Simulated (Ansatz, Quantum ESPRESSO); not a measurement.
# SrSi3 (Fm-3m): zone-centre phonons, part 2 of 3

Which modes does SrSi3 (Fm-3m) have at the zone centre?

Quantum ESPRESSO 7.5; DFT LDA, scalar-relativistic, plane waves, PseudoDojo norm-conserving pseudopotentials.

So far. Step 2 (A first look): No gap opens on this mesh, so smearing is kept; the start stands at -7.3 GPa. Step 4 (Self-consistent run for the response): The cell stands at -0.0060 GPa, close enough for phonons. The relaxed cell has a = 6.791 Å (conventional setting).

The structure was built from a prototype and need not be the compound's stable phase.

### Step 5. Zone-centre response

At q = 0 one unit cell holds all displacements; symmetry groups them into irreducible representations that are solved one by one. With smeared occupations no response to a homogeneous field can be asked.

ph.in reads:

```
phonons
&INPUTPH
  prefix       = 'x'
  outdir       = './tmp'
  fildyn       = 'g.dyn'
  tr2_ph       = 1.0d-18
  alpha_mix(1) = 0.4
  nmix_ph      = 8
/
0.000000000000 0.000000000000 0.000000000000
```

Launch:

```
$ OMP_NUM_THREADS=1 mpirun -n 4 ph.x -nk 4 -in ph.in > ph.out
```

Output:

```text
[banners, grids, parts of the stress and lines that vanish by symmetry left out]
[banner, memory and clock lines left out]
Program PHONON v.7.5

     ./tmp/x.save/

     IMPORTANT: XC functional enforced from input :
     Exchange-correlation= PW
                           (   1   4   0   0   0   0   0)
     Any further DFT definition will be discarded
     Please, verify this is what you really want

     G-vector sticks info

     Reading collected, re-writing distributed wavefunctions in ./tmp/

     Number and degeneracy of irreps per q-point
       N         xq(1)         xq(2)         xq(3)   N irreps
       1   0.000000000   0.000000000   0.000000000       4
        3   3   3   3

     Calculation of q =    0.0000000   0.0000000   0.0000000

     phonons

     bravais-lattice index     =            2
     lattice parameter (alat)  =      12.8338  a.u.
     unit-cell volume          =     528.4565 (a.u.)^3
     number of atoms/cell      =            4
     number of atomic types    =            2
     kinetic-energy cut-off    =      68.0000  Ry
     charge density cut-off    =     272.0000  Ry
     convergence threshold     =      1.0E-18
     beta                      =       0.4000
     number of iterations used =            8
     Exchange-correlation= PW
                           (   1   4   0   0   0   0   0)

     celldm(1)=   12.83383  celldm(2)=    0.00000  celldm(3)=    0.00000
     celldm(4)=    0.00000  celldm(5)=    0.00000  celldm(6)=    0.00000

     crystal axes: (cart. coord. in units of alat)
               a(1) = ( -0.5000  0.0000  0.5000 )
               a(2) = (  0.0000  0.5000  0.5000 )
               a(3) = ( -0.5000  0.5000  0.0000 )

     reciprocal axes: (cart. coord. in units 2 pi/alat)
               b(1) = ( -1.0000 -1.0000  1.0000 )
               b(2) = (  1.0000  1.0000  1.0000 )
               b(3) = ( -1.0000  1.0000 -1.0000 )

     Atoms inside the unit cell:

     Cartesian axes

     site n.  atom      mass           positions (alat units)
        1  Sr     87.6200   tau(    1) = (    0.00000    0.00000    0.00000  )
        2  Si     28.0850   tau(    2) = (   -0.50000    0.50000    0.50000  )
        3  Si     28.0850   tau(    3) = (   -0.75000    0.75000    0.75000  )
        4  Si     28.0850   tau(    4) = (   -0.25000    0.25000    0.25000  )

     Computing dynamical matrix for
                    q = (   0.0000000   0.0000000   0.0000000 )

     49 Sym.Ops. (with q -> -q+G )

     G cutoff = 1134.8069  (  39957 G-vectors)     FFT grid: ( 48, 48, 48)

     number of k points=    29  Marzari-Vanderbilt smearing, width (Ry)=  0.0200
                       cart. coord. in units 2pi/alat
        k(    1) = (   0.0000000   0.0000000   0.0000000), wk =   0.0039062
        k(    2) = (  -0.1250000   0.1250000  -0.1250000), wk =   0.0312500
        k(    3) = (  -0.2500000   0.2500000  -0.2500000), wk =   0.0312500
        [... further k-points left out ...]

     PseudoPot. # 1 for Sr read from file:
     ./pseudo/Sr.upf
     Pseudo is Norm-conserving + core correction, Zval = 10.0
     Using radial grid of 1812 points,  6 beta functions with:
                l(1) =   0
                l(2) =   0
                l(3) =   1
                l(4) =   1
                l(5) =   2
                l(6) =   2

     PseudoPot. # 2 for Si read from file:
     ./pseudo/Si.upf
     Pseudo is Norm-conserving + core correction, Zval =  4.0
     Using radial grid of 1510 points,  6 beta functions with:
                l(1) =   0
                l(2) =   0
                l(3) =   1
                l(4) =   1
                l(5) =   2
                l(6) =   2

     Mode symmetry, O_h (m-3m)  point group:

     Atomic displacements:
     There are    4 irreducible representations

     Representation     1      3 modes -  To be done

     Representation     2      3 modes -  To be done

     Representation     3      3 modes -  To be done

     Representation     4      3 modes -  To be done

     Alpha used in Ewald sum =   2.6000

     Representation #   1 modes #   1   2   3

     Self-consistent Calculation
      iter #   1   av.it.:   5.6
      thresh= 1.000E-02 alpha_mix =  0.400 |ddv_scf|^2 =  4.175E-08
      iter #   2   av.it.:  13.1
      thresh= 2.043E-05 alpha_mix =  0.400 |ddv_scf|^2 =  5.110E-10
      iter #   3   av.it.:  13.3
      thresh= 2.261E-06 alpha_mix =  0.400 |ddv_scf|^2 =  6.545E-11
      iter #   4   av.it.:  14.0
      thresh= 8.090E-07 alpha_mix =  0.400 |ddv_scf|^2 =  3.402E-13
      iter #   5   av.it.:  14.3
      thresh= 5.833E-08 alpha_mix =  0.400 |ddv_scf|^2 =  8.820E-15
      iter #   6   av.it.:  13.8
      thresh= 9.392E-09 alpha_mix =  0.400 |ddv_scf|^2 =  5.027E-16
      iter #   7   av.it.:  14.6
      thresh= 2.242E-09 alpha_mix =  0.400 |ddv_scf|^2 =  2.634E-18
      iter #   8   av.it.:  14.3
      thresh= 1.623E-10 alpha_mix =  0.400 |ddv_scf|^2 =  2.169E-19

     End of self-consistent calculation

     Convergence has been achieved

     Representation #   2 modes #   4   5   6

     Self-consistent Calculation
      iter #   1   av.it.:   5.2
      thresh= 1.000E-02 alpha_mix =  0.400 |ddv_scf|^2 =  8.810E-09
      iter #   2   av.it.:  13.4
      thresh= 9.386E-06 alpha_mix =  0.400 |ddv_scf|^2 =  4.665E-10
      iter #   3   av.it.:  13.8
      thresh= 2.160E-06 alpha_mix =  0.400 |ddv_scf|^2 =  3.665E-11
      iter #   4   av.it.:  14.2
      thresh= 6.054E-07 alpha_mix =  0.400 |ddv_scf|^2 =  6.279E-13
      iter #   5   av.it.:  14.1
      thresh= 7.924E-08 alpha_mix =  0.400 |ddv_scf|^2 =  4.743E-14
      iter #   6   av.it.:  14.6
      thresh= 2.178E-08 alpha_mix =  0.400 |ddv_scf|^2 =  2.102E-15
[...]
End of self-consistent calculation

     Convergence has been achieved

     Representation #   3 modes #   7   8   9

     Self-consistent Calculation
[...]
End of self-consistent calculation

     Convergence has been achieved

     Representation #   4 modes #  10  11  12

     Self-consistent Calculation
[...]
iter #   3   av.it.:  13.2
      thresh= 8.085E-06 alpha_mix =  0.400 |ddv_scf|^2 =  6.369E-10
      iter #   4   av.it.:  13.9
      thresh= 2.524E-06 alpha_mix =  0.400 |ddv_scf|^2 =  3.053E-11
      iter #   5   av.it.:  14.3
      thresh= 5.525E-07 alpha_mix =  0.400 |ddv_scf|^2 =  8.884E-13
      iter #   6   av.it.:  14.5
      thresh= 9.426E-08 alpha_mix =  0.400 |ddv_scf|^2 =  2.593E-14
      iter #   7   av.it.:  14.4
      thresh= 1.610E-08 alpha_mix =  0.400 |ddv_scf|^2 =  1.647E-15
      iter #   8   av.it.:  14.6
      thresh= 4.058E-09 alpha_mix =  0.400 |ddv_scf|^2 =  6.955E-17
      iter #   9   av.it.:  14.6
      thresh= 8.340E-10 alpha_mix =  0.400 |ddv_scf|^2 =  5.306E-19

     End of self-consistent calculation

     Convergence has been achieved

     Number of q in the star =    1
     List of q in the star:
          1   0.000000000   0.000000000   0.000000000

     Diagonalizing the dynamical matrix

     q = (    0.000000000   0.000000000   0.000000000 )

 **************************************************************************
     freq (    1) =       0.017996 [THz] =       0.600295 [cm-1]
     freq (    2) =       0.017996 [THz] =       0.600295 [cm-1]
     freq (    3) =       0.017996 [THz] =       0.600295 [cm-1]
     freq (    4) =       2.861658 [THz] =      95.454651 [cm-1]
     freq (    5) =       2.861658 [THz] =      95.454651 [cm-1]
     freq (    6) =       2.861658 [THz] =      95.454651 [cm-1]
     freq (    7) =       4.798347 [THz] =     160.055632 [cm-1]
     freq (    8) =       4.798347 [THz] =     160.055632 [cm-1]
     freq (    9) =       4.798347 [THz] =     160.055632 [cm-1]
     freq (   10) =       6.723754 [THz] =     224.280305 [cm-1]
     freq (   11) =       6.723754 [THz] =     224.280305 [cm-1]
     freq (   12) =       6.723754 [THz] =     224.280305 [cm-1]
 **************************************************************************

     Mode symmetry, O_h (m-3m)  point group:

     freq (   1-   3) =          0.6  [cm-1]   --> T_1u G_15  G_4- I
     freq (   4-   6) =         95.5  [cm-1]   --> T_1u G_15  G_4- I
     freq (   7-   9) =        160.1  [cm-1]   --> T_2g G_25' G_5+ R
     freq (  10-  12) =        224.3  [cm-1]   --> T_1u G_15  G_4- I
```

It took 5.5 min on 4 MPI ranks of Arm Neoverse V2, shared host; 22 min of CPU time.

This step gave:

| Item | Value |
| --- | --- |
| largest acoustic frequency at the zone centre before the sum rule | 0.6 cm⁻¹ |
| highest optical zone-centre mode (no LO-TO term) | 224.3 cm⁻¹ |
| lowest optical zone-centre mode | 95.45 cm⁻¹ |

The acoustic modes at Γ come out as far as 0.6 cm⁻¹ from zero, where they should vanish, a small numerical error.

### Step 6. Modes with the sum rule

A rigid shift of the crystal must cost nothing, but grids and finite bases break this; the acoustic sum rule is imposed before the matrix is diagonalised again.

dynmat.in reads:

```
&INPUT
  fildyn = 'g.dyn'
  asr    = 'simple'
  fileig = 'dynmat.eig'
/
```

Launch:

```
$ dynmat.x -in dynmat.in > dynmat.out
```

Output:

```text
[banner, memory and clock lines left out]
Program DYNMAT v.7.5

     Reading Dynamical Matrix from file g.dyn
     ...Force constants read
     ...epsilon and Z* not read (not found on file)
     A direction for q was not specified:TO-LO splitting will be absent

     Polarizability (A^3 units)
     multiply by 1.000000 for Clausius-Mossotti correction
         0.000000    0.000000    0.000000
         0.000000    0.000000    0.000000
         0.000000    0.000000    0.000000

     IR activities are in (D/A)^2/amu units

# mode   [cm-1]    [THz]      IR
    1     -0.00   -0.0000    0.0000
    2      0.00    0.0000    0.0000
    3      0.00    0.0000    0.0000
    4     95.46    2.8618    0.0000
    5     95.46    2.8618    0.0000
    6     95.46    2.8618    0.0000
    7    160.05    4.7983    0.0000
    8    160.05    4.7983    0.0000
    9    160.05    4.7983    0.0000
   10    224.28    6.7237    0.0000
   11    224.28    6.7237    0.0000
   12    224.28    6.7237    0.0000

[end of the log left out, with the tail of the file of modes that dynmat.x writes under the same name]
```

Wall time 0.45 s (1 thread).

Read from the output:

```yaml
lowest_optical_zone_centre_mode: 95.46 cm⁻¹
```

Unit eigenvectors of the mass-weighted matrix after the sum rule; no LO-TO term. Modes at Γ, with each element's share of the kinetic energy:

```
mode  frequency (cm⁻¹)  symmetry  Sr %  Si %
   1               0.0  acoustic    51    49
   2               0.0  acoustic    51    49
   3               0.0  acoustic    51    49
   4              95.5       T1u     9    91
   5              95.5       T1u     9    91
   6              95.5       T1u     9    91
   7             160.0       T2g     0   100
   8             160.0       T2g     0   100
   9             160.0       T2g     0   100
  10             224.3       T1u    40    60
  11             224.3       T1u    40    60
  12             224.3       T1u    40    60
```

Displacements in mode 5 (95.5 cm⁻¹), the largest set to 1:
```
Sr1 -0.01  0.00 -0.19
Si2  0.06  0.02  1.00
Si3 -0.01  0.00 -0.21
Si4 -0.01  0.00 -0.21
```

Displacements in mode 7 (160.0 cm⁻¹), the largest set to 1:
```
Sr1  0.00  0.00  0.00
Si2  0.00  0.00  0.00
Si3  1.00 -0.12 -0.85
Si4 -1.00  0.12  0.85
```

The rule moves no optical mode by more than 0.1 cm⁻¹.

### Step 7. Sum rules set otherwise: a sum rule for molecules or wires on a crystal

This rule also removes rotations, which suits molecules and not a crystal; it is tried to see the harm.

dynmat.in reads:

```
&INPUT
  fildyn = 'g.dyn'
  asr    = 'zero-dim'
  fileig = 'dynmat.eig'
/
```

Launch:

```
$ dynmat.x -in dynmat.in > dynmat.out
```

Output:

```text
[banner, memory and clock lines left out]
Program DYNMAT v.7.5

     Reading Dynamical Matrix from file g.dyn
     ...Force constants read
     ...epsilon and Z* not read (not found on file)
     Acoustic Sum Rule: || Z*(ASR) - Z*(orig)|| =    0.000000E+00
     Acoustic Sum Rule: ||dyn(ASR) - dyn(orig)||=    2.388713E-01
     A direction for q was not specified:TO-LO splitting will be absent

     Polarizability (A^3 units)
     multiply by 1.000000 for Clausius-Mossotti correction
         0.000000    0.000000    0.000000
         0.000000    0.000000    0.000000
         0.000000    0.000000    0.000000

     IR activities are in (D/A)^2/amu units

# mode   [cm-1]    [THz]      IR
    1     -0.00   -0.0000    0.0000
    2     -0.00   -0.0000    0.0000
    3      0.00    0.0000    0.0000
    4      0.00    0.0000    0.0000
    5      0.00    0.0000    0.0000
    6     95.46    2.8617    0.0000
    7    105.00    3.1477    0.0000
    8    105.00    3.1477    0.0000
    9    160.06    4.7983    0.0000
   10    213.78    6.4091    0.0000
   11    213.78    6.4091    0.0000
   12    224.28    6.7237    0.0000

[end of the log left out, with the tail of the file of modes that dynmat.x writes under the same name]
```

Elapsed: 0.45 s, on 1 thread.

The program raised no error, yet the settings are not those of a careful run.

The fault: a sum rule for molecules or wires on a crystal; 2 optical modes are projected out to zero frequency, as if they were rotations.

For a crystal the rule has to be 'simple' or 'crystal'.

Zone-centre frequencies as printed; negative means imaginary. Modes:

```
mode  frequency (cm⁻¹)
   1                 0
   2                 0
   3                 0
   4                 0
   5                 0
   6             95.46
   7               105
   8               105
   9             160.1
  10             213.8
  11             213.8
  12             224.3
```

[end of part 2 of 3]

[Host names and launcher messages were left out of these logs when they were recorded.]

[Logs are printed without paths, hosts, clocks, repeated set-up lines and the standing remarks that a program may print on its own settings, such as how far it seeks lower states.]

[Hosts, paths, dates, database ids (printed as entryN), source tags and the programs' standing remarks are cut or masked in the printed files.]
